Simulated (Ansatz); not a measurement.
**CrGe2As4 monolayer in a perpendicular field**

Aim: how the CrGe2As4 monolayer screens a field along its normal, and what the field does to its bands. A positive field points along +c.

Method: plane-wave DFT, PBE-D3(BJ), Ansatz PAW, in Ansatz 0.2.0.

Most raw output is cut from this account.

### 1. Set-up

The cell holds 7 atoms: 4 As, 2 Ge and 1 Cr. Cell: a = 3.730 Å, b = 3.730 Å, c = 48.178 Å, α = 90.0°, β = 90.0°, γ = 120.0°. Vacuum lies along c.

As a file:

```cif
data_structure
_symmetry_space_group_name_H-M 'P 1'
_symmetry_Int_Tables_number 1
_cell_length_a 3.7300
_cell_length_b 3.7300
_cell_length_c 48.1783
_cell_angle_alpha 90.000
_cell_angle_beta 90.000
_cell_angle_gamma 120.000
_cell_volume 580.50
loop_
_atom_site_label
_atom_site_type_symbol
_atom_site_fract_x
_atom_site_fract_y
_atom_site_fract_z
_atom_site_occupancy
As1 As 0.00000 0.00000 0.41097 1
Ge2 Ge 0.33333 0.66667 0.42889 1
As3 As 0.33333 0.66667 0.47704 1
Cr4 Cr 0.00000 0.00000 0.50000 1
As5 As 0.33333 0.66667 0.52296 1
Ge6 Ge 0.33333 0.66667 0.57111 1
As7 As 0.00000 0.00000 0.58903 1
```

### 2. Relaxing the slab

The starting cell is a guess, so the in-plane lattice and the atoms are relaxed first, with the slab cut off from its images along the normal.

File input.yaml:

```yaml
crystal:
  lattice:
    - [3.73, 0.0, 0.0]
    - [-1.865, 3.2302747561, 0.0]
    - [0.0, 0.0, 48.1783333188]
  atoms:
    - { symbol: As, position: [0.0, 0.0, 0.4109731208] }
    - { symbol: Ge, position: [0.3333333333, 0.6666666667, 0.4288857091] }
    - { symbol: As, position: [0.3333333333, 0.6666666667, 0.4770401354] }
    - { symbol: Cr, position: [0.0, 0.0, 0.5], spin: 1.0 }
    - { symbol: As, position: [0.3333333333, 0.6666666667, 0.5229598646] }
    - { symbol: Ge, position: [0.3333333333, 0.6666666667, 0.5711142909] }
    - { symbol: As, position: [0.0, 0.0, 0.5890268792] }
  periodic: [true, true, false]
magnetization:
  spin_polarized: true
kpoints:
  mp_grid: { grid: [12, 12, 1] }
hamiltonian:
  xc: pbe
  dispersion: d3bj
scf:
  occupations: { method: fermi_dirac, width: 0.05 }
  convergence: { dr2_threshold: 1.0e-09 }
relax:
  f_tol: 0.004
  max_steps: 90
  cell: {}
output:
  write_potential: true
  write_density: true
  volumetric_format: npy
```

Run with:

```bash
$ ansatz run input.yaml --threads 4 --pin off --max-ram 6144MiB --backend cpu --events-out ev --progress --plain --runs-dir out
```

The job ended after 4.4 min (4 threads of Intel Xeon Platinum 8488C (Sapphire Rapids), shared host; peak memory 2.2 GiB; 17 min of CPU time).

Step by step:

| step | energy less that of the first step (eV) | largest force component (eV/Å) | volume (Å³) |
| --- | --- | --- | --- |
| 1 | 0.0000 | 4.4272 | 580.50 |
| 2 | -1.3064 | 1.5568 | 592.81 |
| 3 | -1.8454 | 0.7768 | 582.66 |
| 4 | -2.1688 | 0.6154 | 566.74 |
| 5 | -2.2266 | 0.1318 | 560.26 |
| 6 | -2.2307 | 0.0102 | 560.30 |
| 7 | -2.2309 | 0.0064 | 561.19 |
| 8 | -2.2310 | 0.0029 | 562.00 |
| 9* | -2.2302 | 0.0030 | 562.00 |

Relaxation steps marked * repeat the geometry before them on a plane-wave basis chosen anew for their cell, so energy and pressure can jump there.

Forces are held to the 12 operations that the run works with; a distortion that breaks them can't arise in this run.

| cell as run | before | after | change |
| --- | --- | --- | --- |
| a (Å) | 3.730 | 3.670 | -1.6 % |
| b (Å) | 3.730 | 3.670 | -1.6 % |

The atoms that moved most (Å, along periodic axes as changes of fractional coordinates times the final cell, across vacuum about the mean position):

| atom | dx | dy | dz | length |
| --- | --- | --- | --- | --- |
| As7 | 0.000 | 0.000 | 0.690 | 0.690 |
| As1 | 0.000 | 0.000 | -0.690 | 0.690 |
| Ge6 | 0.000 | 0.000 | 0.373 | 0.373 |
| Ge2 | 0.000 | 0.000 | -0.373 | 0.373 |
| As5 | 0.000 | 0.000 | 0.249 | 0.249 |
| As3 | 0.000 | 0.000 | -0.249 | 0.249 |

Final coordinates:

```cif
data_structure
_symmetry_space_group_name_H-M 'P 1'
_symmetry_Int_Tables_number 1
_cell_length_a 3.6701
_cell_length_b 3.6701
_cell_length_c 48.1783
_cell_angle_alpha 90.000
_cell_angle_beta 90.000
_cell_angle_gamma 120.000
_cell_volume 562.00
loop_
_atom_site_label
_atom_site_type_symbol
_atom_site_fract_x
_atom_site_fract_y
_atom_site_fract_z
_atom_site_occupancy
As1 As 0.00000 0.00000 0.39665 1
Ge2 Ge 0.33333 0.66667 0.42114 1
As3 As 0.33333 0.66667 0.47187 1
Cr4 Cr 0.00000 0.00000 0.50000 1
As5 As 0.33333 0.66667 0.52813 1
Ge6 Ge 0.33333 0.66667 0.57886 1
As7 As 0.00000 0.00000 0.60335 1
```

This step gave:

```yaml
energy_at_zero_smearing: -31394.4976 eV
total_moment: 1.950 μB
site_moments: -0.006467, 0.009131, -0.1141, 2.063, -0.1141, 0.009131, -0.006467 μB
```

Site moment by atom:

| atom | site moment (μB) |
| --- | --- |
| As1 | -0.01 |
| Ge2 | 0.01 |
| As3 | -0.11 |
| Cr4 | 2.06 |
| As5 | -0.11 |
| Ge6 | 0.01 |
| As7 | -0.01 |

The lattice constant a goes from 3.730 to 3.670 Å.

### 3. Single point, field 0

A sawtooth potential applies the field, turning back in the middle of the vacuum. With the dipole correction the typed value is the field outside the slab. The induced dipole is small, so the SCF threshold is tight.

The cell differs from the one that the last finished run ended in (c 48.178 → 27.959 Å).

File input.yaml:

```yaml
crystal:
  lattice:
    - [3.6700855808, 0.0, 0.0]
    - [-1.8350427904, 3.178387347, 0.0]
    - [0.0, 0.0, 27.9587442402]
  atoms:
    - { symbol: As, position: [0.0, 0.0, 0.3219028696], spin: -0.01 }
    - { symbol: Ge, position: [0.3333333333, 0.6666666667, 0.3641099976], spin: 0.01 }
    - { symbol: As, position: [0.3333333333, 0.6666666667, 0.4515311408], spin: -0.11 }
    - { symbol: Cr, position: [0.0, 0.0, 0.5], spin: 2.06 }
    - { symbol: As, position: [0.3333333333, 0.6666666667, 0.5484688592], spin: -0.11 }
    - { symbol: Ge, position: [0.3333333333, 0.6666666667, 0.6358900024], spin: 0.01 }
    - { symbol: As, position: [0.0, 0.0, 0.6780971304], spin: -0.01 }
magnetization:
  spin_polarized: true
kpoints:
  mp_grid: { grid: [12, 12, 1] }
  band_path:
    path: [[0, 0, 0], [0.5, 0, 0], [0.33333333, 0.33333333, 0], [0, 0, 0]]
    npoints: 16
hamiltonian:
  xc: pbe
  dispersion: d3bj
scf:
  occupations: { method: fermi_dirac, width: 0.05 }
  convergence: { dr2_threshold: 1.0e-10 }
efield:
  axis: 3
  dipole_correction: true
  ramp_position: 0.97
  ramp_width: 0.06
  amplitude: 0
output:
  dos: { projected: true, e_range: [-6, 5] }
  bader: true
  write_potential: true
  write_density: true
  volumetric_format: npy
  elf: true
```

Elapsed: 55 s, on 4 threads; peak memory 1.5 GiB; 3.6 min of CPU time.

Numbers from this step:

```yaml
energy_at_zero_smearing: -31394.4997 eV
site_moments: -0.006468, 0.009131, -0.1141, 2.063, -0.1141, 0.009131, -0.006468 μB
work_function_upper_face: 4.784 eV
dipole_along_the_normal: -2.08e-7 e·Å
```

Running mean over a fixed 2.8 Å (it still follows the layers) of the planar mean; the ramp of the sawtooth is left out. The electron's electrostatic potential energy less the Fermi level by z:

z (Å), electron's electrostatic potential energy less the Fermi level (eV) and a bar from the least value:
```
        4       4.78 ##############################
        5       4.78 ##############################
        6       4.73 ##############################
        7       3.85 ###########################
        8       1.17 ###################
        9      -3.19 ######
       10      -4.17 ###
       11      -2.86 #######
       12      -1.31 ###########
       13      -3.96 ###
       14      -5.09 
       15      -3.84 ####
       16      -1.28 ############
       17      -2.96 ######
       18      -4.23 ###
       19      -3.03 ######
       20       1.31 ###################
       21       3.93 ###########################
       22       4.73 ##############################
       23       4.78 ##############################
       24       4.78 ##############################
```

The density of states has structure finer than the step of the table below, so its rows give means over 0.25 eV, whole bins alone (the curve runs from -6 to 1.99 eV). Peaks (eV: height): total -2.580: 8.81, -2.420: 8.83, -1.780: 9.83, -1.620: 8.22, -1.400: 10.4, -1.180: 9.43, 1.690: 9.16; up -5.750: 5.98, -4.700: 4.31, -2.580: 5.92, -2.330: 4.45, -1.840: 5.28, -1.620: 4.65, -1.400: 8.26; down -3.820: 4.03, -3.770: 4.21, -2.420: 5.27, -2.170: 4.28, -1.780: 5.73, -1.180: 7.35, 1.690: 8.02.

Density of states against energy, zero at the Fermi level; means over each step; values in states/eV a cell:

| energy (eV) | total | up | down |
| --- | --- | --- | --- |
| -5.75 | 1.29 | 0.977 | 0.315 |
| -5.50 | 0 | 0 | 0 |
| -5.25 | 0 | 0 | 0 |
| -5.00 | 0.588 | 0.588 | 0 |
| -4.75 | 4.53 | 2.41 | 2.12 |
| -4.50 | 4.07 | 1.91 | 2.17 |
| -4.25 | 2.44 | 1.13 | 1.31 |
| -4.00 | 3.04 | 1.61 | 1.43 |
| -3.75 | 4.56 | 2.16 | 2.39 |
| -3.50 | 2.68 | 1.36 | 1.32 |
| -3.25 | 3.39 | 1.81 | 1.58 |
| -3.00 | 3.40 | 1.66 | 1.74 |
| -2.75 | 4.77 | 2.81 | 1.96 |
| -2.50 | 7.44 | 4.08 | 3.36 |
| -2.25 | 7.10 | 3.42 | 3.67 |
| -2.00 | 5.52 | 3.43 | 2.09 |
| -1.75 | 7.21 | 4.18 | 3.03 |
| -1.50 | 7.83 | 5.48 | 2.35 |
| -1.25 | 7.83 | 2.93 | 4.91 |
| -1.00 | 4.37 | 1.93 | 2.44 |
| -0.75 | 3.02 | 1.79 | 1.23 |
| -0.50 | 1.68 | 1.01 | 0.663 |
| -0.25 | 1.65 | 1.47 | 0.174 |
| 0.00 | 1.46 | 1.21 | 0.250 |
| 0.25 | 1.64 | 0.805 | 0.839 |
| 0.50 | 2.36 | 0.665 | 1.69 |
| 0.75 | 2.43 | 1.42 | 1.01 |
| 1.00 | 3.24 | 2.14 | 1.10 |
| 1.25 | 3.45 | 1.93 | 1.52 |
| 1.50 | 3.60 | 1.56 | 2.04 |
| 1.75 | 6.74 | 1.87 | 4.87 |

Projected DOS per atom over height of the atomic layer and energy from the Fermi level. Layers: As Ge As Cr As Ge As from below.

Ten even steps from '0' (0.00 states/eV) to '9' (3.24 states/eV), each cell a mean:
```
1118111
1014101
0014100
0004000
0004000
0002000
0002000
1003001
2025202
2129212
3135313
3123213
3233323
1111111
1111111
1111111
1111111
0121210
1121211
0000000
0000000
0000000
```
Columns: height of the atomic layer (Å) from 9 to 19.0 (not evenly spaced); rows upwards: energy from the Fermi level (eV) from -5.96 to 1.96.

Projected DOS per atom, spin up over height of the atomic layer and energy from the Fermi level. Layers: As Ge As Cr As Ge As from below.

Ten even steps from '0' (0.00 states/eV) to '9' (2.57 states/eV), each cell a mean:
```
0011100
0001000
0012100
0002000
0001000
0002000
0002000
0003000
1003001
1019101
2125212
1112111
2123212
1011101
0001000
1001001
0011100
0010100
0111110
0000000
0000000
0000000
```
Columns: height of the atomic layer (Å) from 9 to 19.0 (not evenly spaced); rows upwards: energy from the Fermi level (eV) from -5.96 to 1.96.

Projected DOS per atom, spin down over height of the atomic layer and energy from the Fermi level. Layers: As Ge As Cr As Ge As from below.

Ten even steps from '0' (0.00 states/eV) to '9' (2.52 states/eV), each cell a mean:
```
1019101
0004000
0002000
0003000
0003000
0000000
0000000
0001000
2023202
1022201
1011101
2111112
2121212
1010101
1000001
1110111
0010100
0010100
0110110
0000000
0000000
0000000
```
Columns: height of the atomic layer (Å) from 9 to 19.0 (not evenly spaced); rows upwards: energy from the Fermi level (eV) from -5.96 to 1.96.

Deep bands are left out, so band numbers here count from the lowest band kept and differ from the log's. Electronic bands along the path, in eV, zero at the Fermi level; # counts the bands kept:

| point | up #12 | up #13 | up #14 | up #15 | down #9 | down #11 | down #12 | down #13 |
| --- | --- | --- | --- | --- | --- | --- | --- | --- |
| Γ | -0.36 | -0.36 | 1.71 | 1.97 | -0.34 | -0.19 | -0.19 | 0.79 |
| halfway | -1.27 | -1.05 | 0.39 | 1.15 | -1.61 | -0.97 | -0.91 | 0.59 |
| M | -1.59 | -1.51 | -0.66 | -0.03 | -2.18 | -1.39 | -1.04 | -0.04 |
| halfway | -1.43 | -1.37 | -0.88 | -0.28 | -2.29 | -1.80 | -1.25 | 0.40 |
| K | -1.18 | -1.11 | -1.10 | -0.30 | -2.64 | -1.76 | -1.12 | 0.76 |
| halfway | -1.36 | -1.07 | 0.21 | 0.54 | -1.73 | -1.18 | -0.97 | 0.58 |
| Γ | -0.36 | -0.36 | 1.71 | 1.97 | -0.34 | -0.19 | -0.19 | 0.79 |

Spin density in the ca plane at fractional y = 0.667, with atoms of Ge and As within 0.2 Å of it.

Ten even steps from '0' (-0.03 e/Å³) to '9' (0.10 e/Å³), each cell a mean:
```
22222222222222222222223686322222222222222222
22222222222222222222224797422222222222222222
22222222222222222221123676321122222222222222
22222222222222222211002453200112222222222222
22222222222222222210000222000012222222222222
22222222222222222221210111012122222222222222
22222222222222222222330111033222222222222222
22222222222222222221110121011122222222222222
22222222222222222210001232100012222222222222
22222222222222222211112454211112222222222222
```
Columns run along c (16.0 Å, from fractional 0.19 to 0.76 of the cell), rows up along a (3.7 Å). Atoms in or near the plane, at fractional coordinates: Ge at (0.36, 0.33), As at (0.45, 0.33), As at (0.55, 0.33), Ge at (0.64, 0.33).

ELF of down spins in the ca plane at fractional y = 0.667, with atoms of Ge and As within 0.2 Å of it. It is the smooth field of the valence electrons, not physical close to the nuclei.

Ten even steps from '0' (0.00) to '9' (0.75), each cell a mean:
```
00001357887776421124563101365421124677788753
00001368987765310012331000133100013567789863
00001257887776531125674101576521135677788752
00000124566776554468999525999864455677665421
00000001235654446788789646987887644456432100
00000000013431136985347646743589630134310000
00000000013420026984226545622489620024310000
00000000013431136986457646754689631134310000
00000011235664456778899646998877654566532100
00000135667787654358998424899853456787766431
```
Columns run along c (16.0 Å, from fractional 0.19 to 0.76 of the cell), rows up along a (3.7 Å). Atoms in or near the plane, at fractional coordinates: Ge at (0.36, 0.33), As at (0.45, 0.33), As at (0.55, 0.33), Ge at (0.64, 0.33).

Valence density in the ca plane at fractional y = 0.667, with atoms of Ge and As within 0.2 Å of it. It is the smooth field of the valence electrons, not physical close to the nuclei.

Ten steps, logarithmic in the rise over the least value, from '0' (0 e/Å³) to '9' (31 e/Å³), each cell a mean:
```
00000000011111000000001111100000000111110000
00000000011111000000000111000000000111110000
00000000011111000000011111110000000111110000
00000000001111110011111111111100011111100000
00000000001123321113442111244311123321000000
00000000000148842126873112478521248841000000
00000000000259952237984212589732259951000000
00000000000147742125763111377521247731000000
00000000001122221112332111233211122221100000
00000000001111110001111111111100011111100000
```
Columns run along c (16.0 Å, from fractional 0.19 to 0.76 of the cell), rows up along a (3.7 Å). Atoms in or near the plane, at fractional coordinates: Ge at (0.36, 0.33), As at (0.45, 0.33), As at (0.55, 0.33), Ge at (0.64, 0.33).

The work function of the upper face is 4.78 eV.

### 4. Single point, field 0.03 V/Å

Edit input.yaml of step 3 so:

```diff
@@ -31,6 +31,4 @@
   ramp_width: 0.06
-  amplitude: 0
+  amplitude: 0.03
 output:
-  dos: { projected: true, e_range: [-6, 5] }
-  bader: true
   write_potential: true
@@ -38,2 +36 @@
   volumetric_format: npy
-  elf: true
```

Wall time 39 s (4 threads); peak memory 1.5 GiB.

The dipole is 0.0236 e·Å.

### 5. Single point, field -0.03 V/Å

Edit input.yaml of step 4 so:

```diff
@@ -31,3 +31,3 @@
   ramp_width: 0.06
-  amplitude: 0.03
+  amplitude: -0.03
 output:
```

Wall time 39 s (4 threads); peak memory 1.5 GiB; 2.5 min of CPU time.

The dipole is -0.0236 e·Å.

### 6. Atoms held, field 0.15 V/Å

Edit input.yaml of step 5 so:

```diff
@@ -31,3 +31,3 @@
   ramp_width: 0.06
-  amplitude: -0.03
+  amplitude: 0.15
 output:
```

Run time: 39 s. Hardware: 4 threads; peak memory 1.5 GiB.

The dipole is 0.118 e·Å.

### 7. Single point, field 0.25 V/Å

Edit input.yaml of step 6 so:

```diff
@@ -31,3 +31,3 @@
   ramp_width: 0.06
-  amplitude: 0.15
+  amplitude: 0.25
 output:
```

It took 38 s on 4 threads; peak memory 1.5 GiB.

The dipole is 0.196 e·Å.

### 8. Atoms held, field -0.25 V/Å

Edit input.yaml of step 7 so:

```diff
@@ -31,4 +31,6 @@
   ramp_width: 0.06
-  amplitude: 0.25
+  amplitude: -0.25
 output:
+  dos: { projected: true, e_range: [-6, 5] }
+  bader: true
   write_potential: true
@@ -36 +38,2 @@
   volumetric_format: npy
+  elf: true
```

Run time: 56 s. Hardware: 4 threads; peak memory 1.5 GiB; 3.6 min of CPU time.

The dipole is -0.196 e·Å.

### 9. Response, atoms held

This step: plane-wave DFT, PBE-D3(BJ), Ansatz PAW; response to a field along the normal, atoms held (Ansatz 0.2.0).

The dipoles give the slope, and the difference of two potentials shows where the field is screened.

This step gave:

```yaml
equivalent_conductor_thickness_p_eps_0ae: 12.19 Å
distance_between_the_outer_atoms: 9.959 Å
```

The dipole of the cell by applied field:

| applied field (V/Å) | dipole of the cell (e·Å) |
| --- | --- |
| -0.250 | -0.196 |
| -0.030 | -0.0236 |
| 0.000 | -2.1e-7 |
| 0.030 | 0.0236 |
| 0.150 | 0.118 |
| 0.250 | 0.196 |

The total moment stays at 1.95 μB for applied field from -0.25 to 0.25 V/Å.

Local field over the applied field, running mean. From the potentials at -0.03 and 0.03 V/Å; running mean over 2.5 Å. Local field over applied field against z:

| z (Å) | local field over applied field |
| --- | --- |
| 5 | 0.993 |
| 6 | 0.952 |
| 7 | 0.761 |
| 8 | 0.413 |
| 9 | 0.107 |
| 10 | 0.0320 |
| 11 | 0.0475 |
| 12 | 0.0423 |
| 13 | 0.0322 |
| 14 | 0.0148 |
| 15 | 0.0324 |
| 16 | 0.0438 |
| 17 | 0.0461 |
| 18 | 0.0324 |
| 19 | 0.115 |
| 20 | 0.428 |
| 21 | 0.773 |
| 22 | 0.955 |
| 23 | 0.994 |

(Continued in part 2 of 2.)

[Logs are printed without paths, hosts, clocks, repeated set-up lines and the standing remarks that a program may print on its own settings, such as how far it seeks lower states.]

[Hosts, paths, dates, database ids (printed as entryN), source tags and the programs' standing remarks are cut or masked in the printed files.]

[Maps of the electrostatic potential energy from Ansatz leave out the sawtooth potential of an applied field or a dipole correction, so their vacuum need not be flat; planar profiles and work functions include it.]
